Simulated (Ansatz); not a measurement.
# Ru chain started as a strip of triangles: one chain at several levels of theory

Aim: how far do the period, the moment and the conductance of the Ru chain started as a strip of triangles depend on the functional, the datasets and spin-orbit coupling, and at what cost?

Calculated with Ansatz 0.2.0; DFT PBE, plane waves, PAW; relaxation of a chain's period, in the first sound run; inputs show where later runs differ.

## 1. Set-up

The cell holds 2 atoms: 2 Ru. Cell: a = 9.000 Å, b = 7.500 Å, c = 2.857 Å, α = 90.0°, β = 90.0°, γ = 90.0°. Vacuum lies along a and b. The structure's axis is c.

Coordinates:

```cif
data_structure
_symmetry_space_group_name_H-M 'P 1'
_symmetry_Int_Tables_number 1
_cell_length_a 9.0000
_cell_length_b 7.5000
_cell_length_c 2.8572
_cell_angle_alpha 90.000
_cell_angle_beta 90.000
_cell_angle_gamma 90.000
_cell_volume 192.86
loop_
_atom_site_label
_atom_site_type_symbol
_atom_site_fract_x
_atom_site_fract_y
_atom_site_fract_z
_atom_site_occupancy
Ru1 Ru 0.36438 0.50000 0.00000 1
Ru2 Ru 0.63562 0.50000 0.50000 1
```

## 2. Relaxing the period, level PBE, cutoff 420 eV

Band widths follow the bond lengths, so the chain is relaxed first. The atoms and the third cell vector are free; the box across stays fixed as vacuum. Moments are seeded so that a magnetic state can form if it lies lower. A Fermi-Dirac smearing is set since the result may be a metal. The pressure printed is a third of the stress's trace over the whole box, vacuum included; only the stress along the axis is relaxed.

Input file input.yaml:

```yaml
crystal:
  lattice:
    - [9.0, 0.0, 0.0]
    - [0.0, 7.5, 0.0]
    - [0.0, 0.0, 2.85722]
  atoms:
    - { symbol: Ru, position: [0.364382222, 0.5, 0.0], spin: 2.0 }
    - { symbol: Ru, position: [0.635617778, 0.5, 0.5], spin: 2.0 }
magnetization:
  spin_polarized: true
kpoints:
  mp_grid: { grid: [1, 1, 28] }
scf:
  occupations: { method: fermi_dirac, width: 0.05 }
hamiltonian:
  xc: pbe
relax:
  cell: { fix: [a, b, alpha, beta, gamma] }
  max_steps: 60
```

Run with:

```sh
$ ansatz run input.yaml --threads 4 --pin off --max-ram 8192MiB --backend cpu --events-out ev --progress --plain --runs-dir out
```

Numbers of over 12 decimals in the logs are rounded to 6 here.

The log of the run:

```text
Engine: ansatz 0.2.0, x86_64-unknown-linux-gnu
Pseudopotentials: kind: paw
Pseudopotential: Ru, paw, valence charge 16, recommended cutoff 420 eV (normal), Ru.paw.azcp
Functional definition: PBE
  parameter kappa = 0.804
  parameter beta = 0.066725
  exchange = pbe_x(kappa = kappa, mu = beta*pi^2/3)
  correlation = pbe_c(beta = beta)
Crystal: 2 atoms, lattice volume = 192.862 Å³
Basis set: ecut = 420 eV, 3771 PW (Γ), exchange–correlation on 128×108×40 points (8 copies of the dense FFT grid, shifted against one another)
Bands: 22, of which v1, the nominal top of the filled ones, is band 16 counted from 1 (15 counted from 0)
Symmetry: 8 space group operations
Space group: Pmma (ITA 51), of the structure as read, at distance tolerance 5.8e-5 Å
Magnetic group: BNS 51.289 (UNI 387), of the structure as read, at distance tolerance 5.8e-5 Å
k-points: 15 of 28
Non-local potential: Ru, projectors of the file, l = 0: 3, l = 1: 2, l = 2: 2, l = 3: 1
PAW form: soft (Blöchl's): semilocal exchange-correlation on the pseudo side does not see the compensation charge
PAW one-centre angular grid: Ru, 590 points (default); XC on 64 Gauss nodes
Initial density: superposition of atomic densities (neutral atoms: chi_scale 0, normalization atom)
Starting moments: Σ|m| = 4 μB on 2 of 2 sites
Initial wavefunctions: pseudopotential atomic-orbital guess
Functional: x = pbe(κ = 0.804, μ = 0.219515), c = pbe(β = 0.066725)
SCF iter   1: F=—  HF=-11750.270595 eV  |F-HF|=—  |Δ(HF+E_count)|=         —  Δρ=2.01e-2 (↑1.27e-2 ↓2.01e-2)  dr2=2.75e0  dr2_m=2.51e-1  M=4.364 μB ∫|m|=4.365 μB  β_m=0.30  ethr=3.10e-3  ⟨swp⟩=5.7  Hψ=2890  notcnv=0
Mixer restart at iter 1: flushing history
preconditioner: auto → LDOS  [metal: Δε(μ)=0.002 eV  Ē_g=3.702 eV  σ=0.050 eV  W_gap=0.01  n_scr=20 (ndim 8)  ℏωp=10.7 eV  f_vac=0.602  D(μ)=6.07/eV (n_scr^D=40)]
spin=Collinear: LDOS preconditioning applied to the charge; magnetization (m = ρ↑ − ρ↓) channel mixes plain (no charge-response kernel on spin).
SCF iter   2: F=—  HF=-11749.684272 eV  |F-HF|=—  |Δ(HF+E_count)|=   5.86e-1  Δρ=1.38e-2 (↑8.45e-3 ↓1.38e-2)  dr2=7.37e-1  dr2_m=1.55e-1  M=4.518 μB ∫|m|=4.520 μB  β_m=0.47  ethr=3.10e-3  ⟨swp⟩=2.1  Hψ=1310  notcnv=0
SCF iter   3: F=—  HF=-11749.626127 eV  |F-HF|=—  |Δ(HF+E_count)|=   5.81e-2  Δρ=5.77e-3 (↑5.34e-3 ↓5.77e-3)  dr2=4.69e-2  dr2_m=4.50e-2  M=4.788 μB ∫|m|=4.804 μB  β_m=0.67  ethr=2.30e-3  ⟨swp⟩=2.3  Hψ=1026  notcnv=0
SCF iter   4: F=—  HF=-11749.763912 eV  |F-HF|=—  |Δ(HF+E_count)|=         —  Δρ=4.91e-3 (↑4.91e-3 ↓4.68e-3)  dr2=1.33e-2  dr2_m=3.74e-2  M=5.288 μB ∫|m|=5.327 μB  β_m=0.67  ethr=1.46e-4  ⟨swp⟩=2.7  Hψ=1323  notcnv=0
Mixer restart at iter 4: flushing history
SCF iter   5: F=—  HF=-11749.769195 eV  |F-HF|=—  |Δ(HF+E_count)|=   5.28e-3  Δρ=2.42e-3 (↑2.42e-3 ↓2.23e-3)  dr2=1.88e-3  dr2_m=9.07e-3  M=5.342 μB ∫|m|=5.394 μB  β_m=0.84  ethr=4.16e-5  ⟨swp⟩=2.5  Hψ=1232  notcnv=0
SCF iter   6: F=—  HF=-11749.774401 eV  |F-HF|=—  |Δ(HF+E_count)|=   5.21e-3  Δρ=8.93e-4 (↑8.93e-4 ↓8.61e-4)  dr2=6.49e-3  dr2_m=8.40e-4  M=5.433 μB ∫|m|=5.497 μB  β_m=0.72  ethr=5.88e-6  ⟨swp⟩=2.6  Hψ=1500  notcnv=0
SCF iter   7: F=—  HF=-11749.773398 eV  |F-HF|=—  |Δ(HF+E_count)|=   1.00e-3  Δρ=2.54e-4 (↑1.64e-4 ↓2.54e-4)  dr2=6.13e-5  dr2_m=6.67e-5  M=5.437 μB ∫|m|=5.506 μB  β_m=0.86  ethr=5.88e-6  ⟨swp⟩=2.6  Hψ=1292  notcnv=0
SCF iter   8: F=—  HF=-11749.773557 eV  |F-HF|=—  |Δ(HF+E_count)|=   1.59e-4  Δρ=9.69e-5 (↑8.62e-5 ↓9.69e-5)  dr2=2.30e-5  dr2_m=9.41e-6  M=5.447 μB ∫|m|=5.518 μB  β_m=0.86  ethr=1.92e-7  ⟨swp⟩=2.0  Hψ=1238  notcnv=0
SCF iter   9: F=—  HF=-11749.773568 eV  |F-HF|=—  |Δ(HF+E_count)|=   1.06e-5  Δρ=2.57e-5 (↑2.41e-5 ↓2.57e-5)  dr2=2.72e-6  dr2_m=4.50e-7  M=5.450 μB ∫|m|=5.522 μB  β_m=0.91  ethr=7.19e-8  ⟨swp⟩=2.1  Hψ=1152  notcnv=0
SCF iter  10: F=—  HF=-11749.773569 eV  |F-HF|=—  |Δ(HF+E_count)|=   9.84e-7  Δρ=6.39e-6 (↑6.39e-6 ↓6.05e-6)  dr2=1.91e-7  dr2_m=1.68e-8  M=5.450 μB ∫|m|=5.523 μB  β_m=0.94  ethr=8.50e-9  ⟨swp⟩=2.3  Hψ=1142  notcnv=0
SCF iter  11: F=-11749.773569 eV  HF=-11749.773569 eV  |F-HF|=6.09e-10  |Δ(HF+E_count)|=   1.52e-7  Δρ=1.44e-6 (↑1.44e-6 ↓1.20e-6)  dr2=1.43e-8  dr2_m=1.13e-9  M=5.450 μB ∫|m|=5.523 μB  ethr=3.13e-10  ⟨swp⟩=2.9  Hψ=2487  notcnv=0
SCF 1 converged in 11 iterations: F = -11749.773569 eV  dr2 = 1.43e-8
  greatest PAW one-centre occupation: 1.002 electrons in one spin orbital (limit 2), on the Ru atom at site 1 (counted from 0), in its partial waves of l = 0
relax step   1: F+E_penalty+E_count = -11749.77356880 eV  Δ(F+E_penalty+E_count) = +0.000e0 eV  max|allowed force component| = 2.363e0 eV/Å  Δτ_max = 0.0000 Å  P = -4.046 GPa  Ω = 192.862 Å³  fix = [a, b, alpha, beta, gamma]  reactions: a -4.829, b -0.214 GPa  (11 SCF iters, dr2 threshold 1.00e-7 eV, accepted)
Crystal: 2 atoms, lattice volume = 187.072 Å³
Basis set: ecut = 420 eV, 3687 PW (Γ), exchange–correlation on 128×108×40 points (8 copies of the dense FFT grid, shifted against one another)
Initial density: handed on by an earlier stage of this run
Starting moments: Σ|m| = 4 μB on 2 of 2 sites; this step starts from the density that it was given
Initial wavefunctions: those handed on with the density
iter 1 solved again at ethr=4.49e-4 eV; its pass at ethr=3.10e-3 eV (dr2=1.44e-1 eV) is discarded
SCF iter   1: F=—  HF=-11750.798680 eV  |F-HF|=—  |Δ(HF+E_count)|=         —  Δρ=1.52e-2 (↑1.52e-2 ↓1.22e-2)  dr2=1.47e-1  dr2_m=2.84e-1  M=4.495 μB ∫|m|=4.571 μB  β_m=0.30  ethr=4.49e-4  ⟨swp⟩=1.0  Hψ=3819  notcnv=0
preconditioner: auto → LDOS  [metal: Δε(μ)=0.014 eV  Ē_g=4.292 eV  σ=0.050 eV  W_gap=0.07  n_scr=20 (ndim 8)  ℏωp=10.9 eV  f_vac=0.640  D(μ)=3.19/eV (n_scr^D=16)]
spin=Collinear: LDOS preconditioning applied to the charge; magnetization (m = ρ↑ − ρ↓) channel mixes plain (no charge-response kernel on spin).
SCF iter   2: F=—  HF=-11750.760995 eV  |F-HF|=—  |Δ(HF+E_count)|=   3.77e-2  Δρ=1.02e-2 (↑1.02e-2 ↓8.57e-3)  dr2=4.97e-2  dr2_m=1.35e-1  M=4.528 μB ∫|m|=4.597 μB  β_m=0.59  ethr=4.49e-4  ⟨swp⟩=2.4  Hψ=879  notcnv=0
SCF iter   3: F=—  HF=-11750.765321 eV  |F-HF|=—  |Δ(HF+E_count)|=   4.33e-3  Δρ=1.46e-3 (↑1.46e-3 ↓1.40e-3)  dr2=3.79e-3  dr2_m=2.78e-3  M=4.523 μB ∫|m|=4.582 μB  β_m=0.59  ethr=1.55e-4  ⟨swp⟩=2.6  Hψ=1235  notcnv=0
SCF iter   4: F=—  HF=-11750.767931 eV  |F-HF|=—  |Δ(HF+E_count)|=   2.61e-3  Δρ=4.96e-4 (↑3.84e-4 ↓4.96e-4)  dr2=3.34e-4  dr2_m=2.26e-4  M=4.521 μB ∫|m|=4.576 μB  β_m=0.73  ethr=1.18e-5  ⟨swp⟩=2.0  Hψ=1119  notcnv=0
[...]
relax step   6: F+E_penalty+E_count = -11750.96649002 eV  Δ(F+E_penalty+E_count) = -3.599e-2 eV  max|allowed force component| = 2.840e-1 eV/Å  Δτ_max = 0.0238 Å  P = +0.138 GPa  Ω = 170.713 Å³  energy of the carried Pulay correction = +1.377e-3 eV  fix = [a, b, alpha, beta, gamma]  reactions: a +0.489, b -0.210 GPa  (8 SCF iters, dr2 threshold 2.00e-7 eV, accepted)
relax step   7: F+E_penalty+E_count = -11750.97490386 eV  Δ(F+E_penalty+E_count) = -8.414e-3 eV  max|allowed force component| = 1.806e-1 eV/Å  Δτ_max = 0.0162 Å  P = -0.061 GPa  Ω = 169.142 Å³  energy of the carried Pulay correction = +1.481e-3 eV  fix = [a, b, alpha, beta, gamma]  reactions: a +0.301, b -0.209 GPa  (8 SCF iters, dr2 threshold 2.00e-7 eV, accepted)
relax step   8: F+E_penalty+E_count = -11750.98239271 eV  Δ(F+E_penalty+E_count) = -7.489e-3 eV  max|allowed force component| = 1.095e-1 eV/Å  Δτ_max = 0.0197 Å  P = +0.118 GPa  Ω = 165.819 Å³  energy of the carried Pulay correction = +1.705e-3 eV  fix = [a, b, alpha, beta, gamma]  reactions: a +0.183, b -0.208 GPa  (8 SCF iters, dr2 threshold 2.00e-7 eV, accepted)
relax step   9: F+E_penalty+E_count = -11750.98322116 eV  Δ(F+E_penalty+E_count) = -8.284e-4 eV  max|allowed force component| = 3.053e-2 eV/Å  Δτ_max = 0.0028 Å  P = -0.142 GPa  Ω = 166.631 Å³  energy of the carried Pulay correction = +1.650e-3 eV  fix = [a, b, alpha, beta, gamma]  reactions: a -0.108, b -0.208 GPa  (7 SCF iters, dr2 threshold 2.00e-7 eV, accepted)
relax step  10: F+E_penalty+E_count = -11750.98331922 eV  Δ(F+E_penalty+E_count) = -9.806e-5 eV  max|allowed force component| = 1.198e-3 eV/Å  Δτ_max = 0.0003 Å  P = -0.081 GPa  Ω = 166.399 Å³  energy of the carried Pulay correction = +1.665e-3 eV  fix = [a, b, alpha, beta, gamma]  reactions: a -0.047, b -0.208 GPa  (6 SCF iters, dr2 threshold 5.83e-8 eV, accepted)
Basis set: ecut = 420 eV, 3235 PW (Γ), exchange–correlation on 128×108×36 points (8 copies of the dense FFT grid, shifted against one another)
Initial wavefunctions: pseudopotential atomic-orbital guess (no wavefunctions were taken with the density)
iter 1 solved again at ethr=4.93e-7 eV; its pass at ethr=3.10e-3 eV (dr2=1.58e-4 eV) is discarded
SCF iter   1: F=—  HF=-11750.980454 eV  |F-HF|=—  |Δ(HF+E_count)|=         —  Δρ=1.51e-4 (↑1.51e-4 ↓1.34e-4)  dr2=4.07e-5  dr2_m=7.77e-7  M=3.172 μB ∫|m|=3.195 μB  β_m=0.65  ethr=4.93e-7  ⟨swp⟩=3.4  Hψ=4925  notcnv=0
preconditioner: auto → LDOS  [metal: Δε(μ)=0.050 eV  Ē_g=4.775 eV  σ=0.050 eV  W_gap=0.24  n_scr=10 (ndim 8)  ℏωp=11.5 eV  f_vac=0.638  D(μ)=4.16/eV (n_scr^D=22)]
spin=Collinear: LDOS preconditioning applied to the charge; magnetization (m = ρ↑ − ρ↓) channel mixes plain (no charge-response kernel on spin).
SCF iter   2: F=—  HF=-11750.980468 eV  |F-HF|=—  |Δ(HF+E_count)|=   1.39e-5  Δρ=4.73e-5 (↑4.73e-5 ↓4.24e-5)  dr2=2.49e-6  dr2_m=1.06e-7  M=3.172 μB ∫|m|=3.196 μB  β_m=0.54  ethr=1.27e-7  ⟨swp⟩=2.4  Hψ=1143  notcnv=0
SCF iter   3: F=—  HF=-11750.980472 eV  |F-HF|=—  |Δ(HF+E_count)|=   4.47e-6  Δρ=1.78e-5 (↑1.78e-5 ↓1.48e-5)  dr2=7.23e-7  dr2_m=6.24e-8  M=3.173 μB ∫|m|=3.196 μB  β_m=0.62  ethr=7.77e-9  ⟨swp⟩=2.1  Hψ=862  notcnv=0
SCF iter   4: F=—  HF=-11750.980473 eV  |F-HF|=—  |Δ(HF+E_count)|=   6.81e-7  Δρ=4.56e-6 (↑4.56e-6 ↓3.35e-6)  dr2=7.07e-8  dr2_m=1.18e-8  M=3.173 μB ∫|m|=3.197 μB  β_m=0.77  ethr=2.26e-9  ⟨swp⟩=1.9  Hψ=798  notcnv=0
SCF iter   5: F=—  HF=-11750.980473 eV  |F-HF|=—  |Δ(HF+E_count)|=   5.90e-8  Δρ=1.66e-6 (↑1.54e-6 ↓1.66e-6)  dr2=2.19e-8  dr2_m=8.60e-10  M=3.173 μB ∫|m|=3.197 μB  β_m=0.69  ethr=2.21e-10  ⟨swp⟩=2.0  Hψ=932  notcnv=0
SCF iter   6: F=—  HF=-11750.980473 eV  |F-HF|=—  |Δ(HF+E_count)|=   1.47e-9  Δρ=6.85e-7 (↑6.85e-7 ↓5.76e-7)  dr2=1.32e-9  dr2_m=3.57e-10  M=3.173 μB ∫|m|=3.197 μB  β_m=0.72  ethr=6.84e-11  ⟨swp⟩=2.1  Hψ=929  notcnv=0
SCF iter   7: F=—  HF=-11750.980473 eV  |F-HF|=—  |Δ(HF+E_count)|=   2.96e-8  Δρ=3.66e-7 (↑3.19e-7 ↓3.66e-7)  dr2=1.85e-10  dr2_m=1.30e-10  M=3.173 μB ∫|m|=3.197 μB  β_m=0.86  ethr=4.13e-12  ⟨swp⟩=2.1  Hψ=989  notcnv=0
SCF iter   8: F=—  HF=-11750.980473 eV  |F-HF|=—  |Δ(HF+E_count)|=  8.68e-10  Δρ=1.67e-7 (↑1.67e-7 ↓1.15e-7)  dr2=2.61e-11  dr2_m=2.43e-11  M=3.173 μB ∫|m|=3.197 μB  β_m=0.93  ethr=1.00e-12  ⟨swp⟩=2.5  Hψ=1067  notcnv=0
SCF iter   9: F=—  HF=-11750.980473 eV  |F-HF|=—  |Δ(HF+E_count)|=  2.91e-11  Δρ=2.38e-8 (↑2.28e-8 ↓2.38e-8)  dr2=1.41e-12  dr2_m=4.65e-13  M=3.173 μB ∫|m|=3.197 μB  β_m=0.93  ethr=1.00e-12  ⟨swp⟩=1.3  Hψ=673  notcnv=0
SCF iter  10: F=-11750.980473 eV  HF=-11750.980473 eV  |F-HF|=3.64e-12  |Δ(HF+E_count)|=  1.82e-12  Δρ=4.72e-9 (↑4.72e-9 ↓3.23e-9)  dr2=3.56e-14  dr2_m=9.23e-15  M=3.173 μB ∫|m|=3.197 μB  ethr=1.00e-12  ⟨swp⟩=4.2  Hψ=2664  notcnv=0
SCF 11 converged in 10 iterations: F = -11750.980473 eV  dr2 = 3.56e-14
relax step  11: F+E_penalty+E_count = -11750.98047287 eV  Δ(F+E_penalty+E_count) = +2.846e-3 eV  max|allowed force component| = 1.796e-5 eV/Å  Δτ_max = 0.0000 Å  P = -0.073 GPa  Ω = 166.399 Å³  fix = [a, b, alpha, beta, gamma]  reactions: a -0.038, b -0.207 GPa  stress off target by 2.59e-2 GPa on what of the cell is left free  SCF on the basis re-selected at this cell (its energy is not comparable with the rows above)  (10 SCF iters)
basis re-selected at this cell: Δ(F+E_penalty+E_count) = +2.846e-3 eV, ΔP = +0.008 GPa vs the last step (what re-selecting the basis moved, of the pressure what is left beyond the Pulay correction that the steps carried, after the strain that the cell walked since its last selection, with what the two solves' SCF thresholds leave and, on support functions, any second-order correction that the steps lacked; it is no measure of the basis error at this ecutwfc). The dense FFT grid was sized anew with the basis: this SCF ran on 64×54×18 points, the steps before it on 64×54×20, so part of this shift can come from that change (see relax.cell in the input reference). [rest of the remark cut]
SCF converged after 10 iterations
Magnetization: 3.1730 μB (17.5865 up, 14.4135 down)
Absolute magnetization: 3.1969 μB (∫|ρ↑−ρ↓|, with the PAW one-centre terms)
Spin contamination: 0.0091 ħ² per cell (⟨S²⟩ above its minimum at these occupations)
Per-site moments (μB) at R_I (Å): [(1.184545, 1.016881), (1.184545, 1.016881)]
Free energy (F): -11750.980473 eV
Harris-Foulkes:  -11750.980473 eV  (|F-HF|=3.64e-12)
Internal energy: -11750.945721 eV  (E = F + TS)
E sigma→0 (E₀):  -11750.963097 eV
Entropy (-TS):   -0.034751 eV (-17.376 meV/atom)
Fermi energy:    0.196771 eV
--- Per-component energies (eV) ---
  E_band       = -828.453484
  E_kinetic    = 1028.939247
  E_local      = -10211.203061  (includes V_loc(G=0)·N_el)
  E_nonlocal   = 695.373910
  E_hartree    = 4288.999579
  E_xc         = -375.133756
  E_vxc        = -469.969375  (∫ρ·V_xc dr)
  E_paw        = -6925.478396  (= ΣΔE_a)
  E_vpaw       = -449.593034  (= ΣTr[D̂ρ^β])
  E_aug_tail   = -0.000331  (compensation charges beyond the density's cutoff)
  E_ewald      = -252.442914
  E_smearing   = -0.034751  (= −TS)
  E_closure    = 0.000000  (closes the sum)
  Σ components = -11750.980473   (vs F -11750.980473, Δ=0.00e0)
--- Forces (eV/Å), atoms counted from 1 ---
  atom   1  Ru    -0.00001796     0.00000000     0.00000000
  atom   2  Ru     0.00001796     0.00000000     0.00000000
  max |Σ_I F_I| component: 0.00e0 eV/Å
--- Stress (GPa, compression-positive) ---
       -0.038198       0.000000       0.000000
        0.000000      -0.206651       0.000000
        0.000000       0.000000       0.025943
  P = ⅓ Tr σ = -0.0730 GPa (-0.730 kbar)
--- Relaxed structure (10 steps of the walk, 9 accepted, 1 SCFs on fresh bases) ---
  F+E_penalty+E_count = -11750.98047287 eV   max|allowed force component| = 1.796e-5 eV/Å   (the final SCF, on the basis selected at the relaxed cell)
  cell:  # Å, volume = 166.3987 Å³
    - [9.0, 0.0, 0.0]
    - [0.0, 7.5, 0.0]
    - [0.0, 0.0, 2.465166]
  atoms:
    - { symbol: Ru, position: [0.381319, 0.5, 0.0] }
    - { symbol: Ru, position: [0.618681, 0.5, 0.500000] }
```

Run time: 42 s. Hardware: 4 threads of Intel Xeon 6975P-C (Granite Rapids), shared host; peak memory 0.56 GiB; 83 s of CPU time.

Relaxation path:

```csv
step,energy less that of the first step (eV),largest force component (eV/Å),pressure (GPa),volume (Å³)
1,0.0000,2.3627,-4.05,192.86
2,-0.9954,0.9522,-1.96,187.07
3,-0.9261,3.0798,2.43,177.69
4,-1.1026,0.4458,-1.16,182.48
5,-1.1569,0.1243,-0.41,177.78
6,-1.1929,0.2840,0.14,170.71
7,-1.2013,0.1806,-0.06,169.14
8,-1.2088,0.1095,0.12,165.82
9,-1.2097,0.0305,-0.14,166.63
10,-1.2097,0.0012,-0.08,166.40
11*,-1.2069,0.0000,-0.07,166.40
```

Relaxation steps marked * repeat the geometry before them on a plane-wave basis chosen anew for their cell, so energy and pressure can jump there. Relaxation step 3 was tried and not accepted.

The run keeps the 8 symmetry operations that it works with, so distortions that break them were not tested.

```csv
cell as run,before,after,change
c (Å),2.857,2.465,-13.7 %
```

The atoms that moved most (Å, along periodic axes as changes of fractional coordinates times the final cell, across vacuum about the mean position):

```csv
atom,dx,dy,dz,length
Ru1,0.152,0.000,0.000,0.152
Ru2,-0.152,0.000,0.000,0.152
```

The relaxed structure:

```
Ru
1.0
     9.00000    0.00000    0.00000
     0.00000    7.50000    0.00000
     0.00000    0.00000    2.46517
Ru
2
Direct
  0.38132 0.50000 0.00000
  0.61868 0.50000 0.50000
```

This step gave:

| Property | Result |
| --- | --- |
| energy at zero smearing | -11750.9631 eV |
| total moment | 3.173 μB |
| absolute moment | 3.197 μB |
| cell length along the wire | 2.465 Å |

Site moment by atom:

```csv
atom,site moment (μB)
Ru1,1.18
Ru2,1.18
```

The cell's length comes to 2.465 Å with an absolute moment of 3.20 μB a cell. That is -14 % against the start, more than a small adjustment.

The cell shrank by 13.7 % in its periodic edges. First to last step the energy falls by 1.207 eV, across changes of basis; the largest move, 0.15 Å, is that of Ru1 and 1 other atom alike.

[end of part 1 of 4]

[Logs are printed without paths, hosts, clocks, repeated set-up lines and the standing remarks that a program may print on its own settings, such as how far it seeks lower states.]

[Hosts, paths, dates, database ids (printed as entryN), source tags and the programs' standing remarks are cut or masked in the printed files.]
